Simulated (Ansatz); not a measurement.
# Structural relaxation of a frame of liquid dimethylformamide from 298 K (120 atoms), part 3 of 3

Aim: bring a frame of liquid dimethylformamide from 298 K (120 atoms) to a nearby minimum of the energy and see what moves.

Ansatz 0.2.0; Kohn-Sham DFT, PBEsol, PAW (set soft_2), plane waves.

The cell: 30 C, 10 N, 10 O and 70 H. The network of contacts between molecules at the start is that of the classical potential that made the cell. The functional has no dispersion term. The Brillouin zone is sampled at Γ only, in a cell whose shortest periodic width is 11 Å.

So far, density (g/cm³): step 4 (structure statistics after relaxation) 0.945.

## Step 5: Single point at the relaxed geometry

One more single point at the end of the walk gives the fuller output and checks the residual forces.

The input, input.yaml:

```yaml
crystal:
  lattice:
    - [10.87167, 0.0, 0.0]
    - [0.0, 10.87167, 0.0]
    - [0.0, 0.0, 10.87167]
  atoms:
    - { symbol: C, position: [0.24127, 0.51449, 0.10415] }
    - { symbol: "N", position: [0.3226, 0.49665, 0.20758] }
    - { symbol: C, position: [0.3458, 0.3717, 0.24623] }
    - { symbol: C, position: [0.37585, 0.59289, 0.2649] }
    - { symbol: O, position: [0.44665, 0.58481, 0.3535] }
    - { symbol: H, position: [0.28159, 0.47551, 0.01934] }
    - { symbol: H, position: [0.15261, 0.46798, 0.12106] }
    - { symbol: H, position: [0.22654, 0.61359, 0.0899] }
    - { symbol: H, position: [0.40516, 0.32341, 0.17924] }
    - { symbol: H, position: [0.39268, 0.37303, 0.33583] }
    - { symbol: H, position: [0.25781, 0.3217, 0.2528] }
    - { symbol: H, position: [0.34787, 0.68287, 0.22434] }
    - { symbol: C, position: [0.49346, 0.96117, 0.32475] }
    - { symbol: "N", position: [0.55072, 0.01845, 0.21935] }
    - { symbol: C, position: [0.56234, 0.94565, 0.10891] }
    - { symbol: C, position: [0.5904, 0.13537, 0.22385] }
    - { symbol: O, position: [0.63978, 0.19187, 0.13796] }
    - { symbol: H, position: [0.54695, 0.88017, 0.35481] }
    - { symbol: H, position: [0.48938, 0.02827, 0.40052] }
    - { symbol: H, position: [0.4001, 0.9299, 0.30021] }
    - { symbol: H, position: [0.5923, 0.00618, 0.03378] }
    - { symbol: H, position: [0.63125, 0.87186, 0.11976] }
    - { symbol: H, position: [0.47257, 0.90375, 0.08703] }
    - { symbol: H, position: [0.57363, 0.17818, 0.31546] }
    - { symbol: C, position: [0.53059, 0.48521, 0.90118] }
    - { symbol: "N", position: [0.64177, 0.54498, 0.9413] }
    - { symbol: C, position: [0.74682, 0.46847, 0.96864] }
    - { symbol: C, position: [0.64785, 0.66847, 0.95179] }
    - { symbol: O, position: [0.73976, 0.72683, 0.98363] }
    - { symbol: H, position: [0.54751, 0.4312, 0.81665] }
    - { symbol: H, position: [0.49667, 0.42138, 0.97263] }
    - { symbol: H, position: [0.46025, 0.55566, 0.88159] }
    - { symbol: H, position: [0.71939, 0.39386, 0.0319] }
    - { symbol: H, position: [0.78428, 0.42724, 0.88341] }
    - { symbol: H, position: [0.81763, 0.52646, 0.01176] }
    - { symbol: H, position: [0.55876, 0.71349, 0.92761] }
    - { symbol: C, position: [0.01498, 0.83817, 0.93082] }
    - { symbol: "N", position: [0.0745, 0.82764, 0.04898] }
    - { symbol: C, position: [0.00443, 0.77408, 0.14842] }
    - { symbol: C, position: [0.19107, 0.86558, 0.06604] }
    - { symbol: O, position: [0.24921, 0.85828, 0.16339] }
    - { symbol: H, position: [0.99594, 0.74643, 0.89178] }
    - { symbol: H, position: [0.92549, 0.88475, 0.94098] }
    - { symbol: H, position: [0.07382, 0.89068, 0.86718] }
    - { symbol: H, position: [0.92453, 0.83185, 0.17178] }
    - { symbol: H, position: [0.96896, 0.68309, 0.12121] }
    - { symbol: H, position: [0.06406, 0.76569, 0.22944] }
    - { symbol: H, position: [0.23214, 0.90444, 0.98048] }
    - { symbol: C, position: [0.61776, 0.65266, 0.59408] }
    - { symbol: "N", position: [0.73852, 0.70246, 0.57031] }
    - { symbol: C, position: [0.82729, 0.70082, 0.66933] }
    - { symbol: C, position: [0.76983, 0.74528, 0.45809] }
    - { symbol: O, position: [0.8712, 0.78716, 0.42947] }
    - { symbol: H, position: [0.62523, 0.55612, 0.62516] }
    - { symbol: H, position: [0.56989, 0.70501, 0.66694] }
    - { symbol: H, position: [0.56206, 0.65418, 0.5093] }
    - { symbol: H, position: [0.91032, 0.74905, 0.63767] }
    - { symbol: H, position: [0.78995, 0.7467, 0.75192] }
    - { symbol: H, position: [0.85085, 0.60497, 0.69428] }
    - { symbol: H, position: [0.69177, 0.73831, 0.39146] }
    - { symbol: C, position: [0.40932, 0.06447, 0.81644] }
    - { symbol: "N", position: [0.48392, 0.09383, 0.7103] }
    - { symbol: C, position: [0.60624, 0.04238, 0.70466] }
    - { symbol: C, position: [0.44366, 0.17166, 0.62268] }
    - { symbol: O, position: [0.50376, 0.2059, 0.53242] }
    - { symbol: H, position: [0.40854, 0.96383, 0.83112] }
    - { symbol: H, position: [0.44624, 0.10916, 0.90001] }
    - { symbol: H, position: [0.31432, 0.09542, 0.79982] }
    - { symbol: H, position: [0.6623, 0.07467, 0.78296] }
    - { symbol: H, position: [0.60154, 0.94097, 0.70843] }
    - { symbol: H, position: [0.6494, 0.07171, 0.61806] }
    - { symbol: H, position: [0.34694, 0.20139, 0.63947] }
    - { symbol: C, position: [0.16992, 0.72945, 0.53129] }
    - { symbol: "N", position: [0.25557, 0.692, 0.62567] }
    - { symbol: C, position: [0.29656, 0.5657, 0.6244] }
    - { symbol: C, position: [0.29771, 0.77284, 0.70943] }
    - { symbol: O, position: [0.37277, 0.74957, 0.79193] }
    - { symbol: H, position: [0.14276, 0.82565, 0.54673] }
    [... 36 atom lines left out ...]
    - { symbol: H, position: [0.77468, 0.15851, 0.97298] }
    - { symbol: H, position: [0.83086, 0.22683, 0.83193] }
    - { symbol: H, position: [0.04259, 0.32821, 0.84298] }
    - { symbol: H, position: [0.13415, 0.28824, 0.9758] }
    - { symbol: H, position: [0.09898, 0.17507, 0.859] }
    - { symbol: H, position: [0.85561, 0.21428, 0.13786] }
kpoints:
  mp_grid: { grid: [1, 1, 1] }
hamiltonian:
  xc: pbesol
scf:
  occupations: { method: fermi_dirac, width: 0.05 }
output:
  forces: true
  stress: true
  populations: true
  dos:
    method: { smearing: { sigma: 0.15 } }
    de: 0.1
    projected: { site_lists: { C: [C], H: [H], "N": ["N"], O: [O] } }
  eigenvalues: true
  write_density: true
  write_potential: true
  volumetric_format: npy
  elf: true
```

Command:

```
$ ansatz run input.yaml --threads 4 --pin off --max-ram 8192MiB --backend cpu --events-out ev --progress --plain --runs-dir out
```

Numbers of over 12 decimals in the logs are rounded to 6 here.

The log of the run:

```text
[...]
Crystal: 120 atoms, lattice volume = 1284.958 Å³
Basis set: ecut = 420 eV, 25269 PW (Γ), exchange–correlation on 150×150×150 points (8 copies of the dense FFT grid, shifted against one another)
Bands: 270, of which v1, the nominal top of the filled ones, is band 150 counted from 1 (149 counted from 0)
Symmetry: 1 space group operations
[...]
k-points: 1
[...]
SCF iter   1: F=—  HF=-17900.103234 eV  |F-HF|=—  |Δ(HF+E_count)|=         —  Δρ=6.56e-3  dr2=3.56e-1  ethr=1.77e-3  ⟨swp⟩=6.0  Hψ=1250  notcnv=0  defer=28
[...]
SCF iter  10: F=-17900.097153 eV  HF=-17900.097153 eV  |F-HF|=1.49e-8  |Δ(HF+E_count)|=   2.28e-7  Δρ=1.11e-6  dr2=1.78e-8  ethr=3.33e-11  ⟨swp⟩=17.0  Hψ=2282  notcnv=0
SCF 1 converged in 10 iterations: F = -17900.097153 eV  dr2 = 1.78e-8
[...]
WARN: The input density's exchange-correlation potential varies sharply where the density is thin. Do not read a vacuum level from v_tot or v_xc, or from such a field of the output density. On a cell that repeats whose density bears no net charge and no dipole along the vacuum's axis use v_es (v_loc + v_h of the components); [...]
SCF converged after 10 iterations
Free energy (F): -17900.097153 eV
[...]
Internal energy: -17900.097153 eV  (E = F + TS)
E sigma→0 (E₀):  -17900.097153 eV
Fermi energy:    1.262374 eV
[...]
--- Forces (eV/Å), atoms counted from 1 ---
  atom   1  C      0.00555819     0.00163714    -0.00430364
  atom   2  N      0.00072231     0.00422976     0.00795744
  atom   3  C     -0.00187524    -0.00289467     0.00058271
  atom   4  C      0.01121220    -0.00014626    -0.00317068
  atom   5  O     -0.01052756     0.00204739    -0.01175332
  atom   6  H     -0.00222268     0.00236646     0.00634226
  atom   7  H      0.00152543     0.00278955    -0.00195431
  atom   8  H     -0.00150668    -0.00662204     0.00198281
  atom   9  H     -0.00290869     0.00515422     0.00539828
  atom  10  H     -0.00290312     0.00106726    -0.00629863
  atom  11  H      0.00604078     0.00436427     0.00072546
  atom  12  H     -0.00011031    -0.00430153     0.00521700
  atom  13  C     -0.00088526     0.00098797    -0.00863659
  atom  14  N      0.00848702     0.01307150     0.00340797
[...]
atom 119  H     -0.00107012     0.00214973     0.00014883
  atom 120  H     -0.00082704    -0.00723564     0.00191846
  max |Σ_I F_I| component: 3.20e-5 eV/Å
--- Stress (GPa, compression-positive) ---
       -0.030065      -0.045460       0.025190
       -0.045460      -0.035494       0.025402
        0.025189       0.025403      -0.114613
  P = ⅓ Tr σ = -0.0601 GPa (-0.601 kbar)
--- Band table (eV) ---
[...]
--- Löwdin populations: 120 sites ---
  site symbol       q [e]
     0      C      4.3582
     1      N      5.0556
     2      C      4.3749
[...]
119      H      0.8470
  spilling = 0.013350 (of n_electrons = 300.000000)
```

Wall time 14 s (4 threads of Arm Neoverse V1, shared host); peak memory 1.4 GiB.

The program notes that the exchange-correlation potential is rough where the density is thin.

The run gave:

```yaml
free_energy: -17900.0972 eV
free_energy_per_atom: -149.1675 eV/atom
scf_cycles: 10
pressure: -0.06006 GPa
r_m_s_force_component: 0.01135 eV/Å
longest_force: 0.05472 eV/Å
fermi_energy: 1.262 eV
spacing_of_highest_filled_and_lowest_empty_level: 4.534 eV
spilling_of_the_projection: 0.01335
```

Löwdin charges by element and coordination (they lack the spilled electrons, 0.033 e an atom on average):

| element | coordination | atoms | mean charge (e) | spread | least | most |
| --- | --- | --- | --- | --- | --- | --- |
| C | all | 30 | -0.151 | 0.307 | -0.383 | 0.289 |
| C | 3 | 10 | 0.282 | 0.0051 | 0.270 | 0.289 |
| C | 4 | 20 | -0.368 | 0.0089 | -0.383 | -0.350 |
| H | all | 70 | 0.196 | 0.0194 | 0.144 | 0.221 |
| N | all | 10 | -0.05 | 0.0048 | -0.0573 | -0.0422 |
| O | all | 10 | -0.466 | 0.0058 | -0.476 | -0.456 |

States in the cell by windows of 1 eV, zero at the Fermi level; the larger projections on atomic orbitals stand beside the total:

| from (eV) | to (eV) | total | C p | H s | O p | N p | C s |
| --- | --- | --- | --- | --- | --- | --- | --- |
| -14 | -13 | 12.3 | 1.4 | 2.3 | 0.1 | 3.5 | 4.2 |
| -13 | -11 | 0.0 | 0.0 | 0.0 | 0.0 | 0.0 | 0.0 |
| -11 | -10 | 20.0 | 6.3 | 5.9 | 0.6 | 1.3 | 3.6 |
| -10 | -9 | 19.2 | 9.2 | 3.9 | 1.3 | 3.4 | 1.0 |
| -9 | -8 | 33.2 | 13.7 | 5.2 | 4.3 | 7.3 | 0.7 |
| -8 | -7 | 9.6 | 3.6 | 1.5 | 1.8 | 1.7 | 0.2 |
| -7 | -6 | 56.5 | 27.8 | 14.7 | 9.1 | 2.8 | 0.3 |
| -6 | -5 | 41.5 | 21.5 | 9.8 | 7.7 | 1.5 | 0.1 |
| -5 | -4 | 0.0 | 0.0 | 0.0 | 0.0 | 0.0 | 0.0 |
| -4 | -3 | 1.9 | 0.1 | 0.2 | 1.3 | 0.2 | 0.0 |
| -3 | -2 | 38.0 | 2.1 | 4.7 | 20.4 | 9.8 | 0.1 |
| -2 | 2 | 0.0 | 0.0 | 0.0 | 0.0 | 0.0 | 0.0 |
| 2 | 3 | 22.0 | 9.8 | 2.4 | 3.9 | 2.7 | 0.7 |
| 3 | 4 | 13.9 | 2.1 | 3.9 | 0.2 | 0.4 | 1.6 |
| 4 | 5 | 26.1 | 4.3 | 7.2 | 0.3 | 0.6 | 2.3 |

Between -23 and -14 eV lie 68 more states.

The levels nearest the highest filled one (over half full), pooled over k-points and spins:

| level less the highest filled one (eV) | occupation |
| --- | --- |
| -0.216 | 2 |
| -0.200 | 2 |
| -0.161 | 2 |
| -0.059 | 2 |
| -0.0396 | 2 |
| 0 | 2 |
| 4.53 | 0 |
| 4.61 | 0 |
| 4.63 | 0 |
| 4.70 | 0 |
| 4.75 | 0 |
| 4.78 | 0 |

ELF in the ac plane at fractional y = 0.064, with atoms of C and H and N and O within 0.2 Å of it. It is the smooth field of the valence electrons, not physical close to the nuclei.

Ten even steps from '0' (0.00 × 1e-1) to '9' (9.96 × 1e-1), each cell a mean:
```
0000000000013541013200023333200
0000000000026896200000012589840
0000000023346898300010002799982
0000000178863575102798301699982
0001110179982254115999820267630
0036763038875786556999930001000
1158887301223765783477520000244
7467478610003787774687410004899
8457678610013676337999830005999
6225554200002331016999920001477
5774101221000100001688400121002
6555336997100000000011001587423
7337658998300011100000002688656
7668426885100578730000001357645
4224446531002799840000000147765
3003677520001466410000000136776
1001455310000112112221000024543
0000111000000024557652000000111
0000000000000157878742000000000
0000000000000257765310000000000
0000000000000012321000000000000
0000000000000000011100000000000
0000000000000000255310000000000
0000000000000000267520012210000
```
Columns run along a (10.9 Å), rows up along c (10.9 Å). Atoms in or near the plane, at fractional coordinates: C at (0.41, 0.82), H at (0.66, 0.78), H at (0.65, 0.62), N at (0.06, 0.48), C at (0.17, 0.41), C at (0.06, 0.61), O at (0.14, 0.67), H at (0.88, 0.88).

Valence density in the ac plane at fractional y = 0.064, with atoms of C and H and N and O within 0.2 Å of it. It is the smooth field of the valence electrons, not physical close to the nuclei.

Ten steps, logarithmic in the rise over the least value, from '_' (0.0 e/Å³) to '@' (6.5 e/Å³), each cell a mean:
```
________________________........__....________......::::....__
____________________....--==--::..____________....::--==--::__
__________________..::==++**++--..______________..--++**++::..
________________..--++****##**==::....::::::..__..::==++==::__
______......__..::++**######**==--::--==++++::..__....::....__
__..::--==--::..::--==++****##**++++++**##++--..______________
..::==**%%##++::....::--==**%%%%####**##**++::..__________....
==++**%%@@@@##--..____..--++######****##**==::__________..--==
****##%%%%%%**--..____..::==++++====++**##++::________..::==++
**####**++++--::..______..::::::::::--++++==..__________::--++
++####++--::::::..________............::::..__________....::--
**%%%%**==--====--..__________..__________________..::::----==
##%%%%##********==::..______......________________..--==++++**
********######**==::______..------..______________..--++******
==--==++**##**++::..______::--==--::..____________..::++**##**
--::::--==++++--..________::------::....____________..--++++==
..____..::--::..__________..::--------::..____________..::::::
__________________________..::==++****++--..__________________
__________________________..--++##%%##++--..__________________
____________________________::==******==--..__________________
____________________________..::------::::..__________________
______________________________....::::::....__________________
________________________________..::--::..____________________
________________________________..::::::..____________________
```
Columns run along a (10.9 Å), rows up along c (10.9 Å). Atoms in or near the plane, at fractional coordinates: C at (0.41, 0.82), H at (0.66, 0.78), H at (0.65, 0.62), N at (0.06, 0.48), C at (0.17, 0.41), C at (0.06, 0.61), O at (0.14, 0.67), H at (0.88, 0.88).

Mean Löwdin charges: C -0.15, H +0.20, N -0.05, O -0.47 e (they miss 1.3 % of the electrons, so they add up to more than the cell's charge). The largest share in the top eV of filled states is O p (55 % of the projected weight), and in the lowest eV of empty states C p (48 % of the projected weight).

The surroundings of N110, one of the 10 N atoms, nearest first, numbered as they follow in the input and with coordinates relative to it.

| atom | x | y | z | distance (Å) | bonds | Löwdin charge (e) |
| --- | --- | --- | --- | --- | --- | --- |
| N110 | 0.00 | 0.00 | 0.00 | 0.00 | 3 | -0.05 |
| C112 | -0.09 | 0.22 | 1.32 | 1.35 | 3 | 0.28 |
| C111 | 1.19 | 0.35 | -0.74 | 1.44 | 4 | -0.38 |
| C109 | -1.09 | -0.60 | -0.73 | 1.44 | 4 | -0.37 |
| H120 | -1.08 | -0.10 | 1.73 | 2.04 | 1 | 0.15 |
| H118 | 1.94 | 0.71 | -0.03 | 2.07 | 1 | 0.21 |
| H115 | -1.96 | -0.70 | -0.07 | 2.09 | 1 | 0.21 |
| H116 | -1.35 | 0.04 | -1.60 | 2.09 | 1 | 0.20 |
| H117 | 0.95 | 1.14 | -1.48 | 2.10 | 1 | 0.21 |
| H119 | 1.56 | -0.52 | -1.30 | 2.10 | 1 | 0.20 |
| H114 | -0.80 | -1.59 | -1.11 | 2.10 | 1 | 0.18 |

The column of bonds counts only the pairs H-C within 1.34 Å, C-N within 1.79 Å, C-O within 1.62 Å; other neighbours, such as metal atoms beside each other in a compound, aren't counted, and periodic images can show an atom twice.

## Step 6: What came out

```json
{
 "energy change in the relaxation": "-45.52 meV/atom",
 "r.m.s. displacement": "1.051 Å",
 "largest displacement": "2.35 Å",
 "free energy per atom": "-149.1675 eV/atom",
 "pressure": "-0.06006 GPa",
 "r.m.s. force component": "0.01135 eV/Å",
 "gap (highest filled to lowest empty level)": "4.534 eV",
 "wall time of the 3 DFT runs": "3.8 min"
}
```

In words: Relaxation lowers the energy by 45.5 meV/atom and moves atoms by 1.1 Å r.m.s.; the r.m.s. force component goes from 0.88 to 0.011 eV/Å, the pressure goes from 0.81 to -0.060 GPa, and the gap from 4.13 to 4.53 eV. By the final cutoffs no bond was broken or made. From the first step to the last the energy fell by 5.463 eV, and the largest move was 2.35 Å (H66). The C-N bonds go from 1.426 Å (spread 0.054) to 1.412 Å (spread 0.046). By these cutoffs 67 % of C atoms have 4, all H atoms have 1, all N atoms have 3 and all O atoms have 1 bonded neighbour. Filled and empty levels are parted by 4.53 eV (at Γ alone); a semilocal functional tends to put such gaps too low. In a disordered cell it changes from sample to sample and from frame to frame.

What to keep in mind: The network of contacts between molecules at the start is that of the classical potential that made the cell; in DFT atoms moved by 1.1 Å r.m.s.

[Logs are printed without paths, hosts, clocks, repeated set-up lines and the standing remarks that a program may print on its own settings, such as how far it seeks lower states.]

[Hosts, paths, dates, database ids (printed as entryN), source tags and the programs' standing remarks are cut or masked in the printed files.]
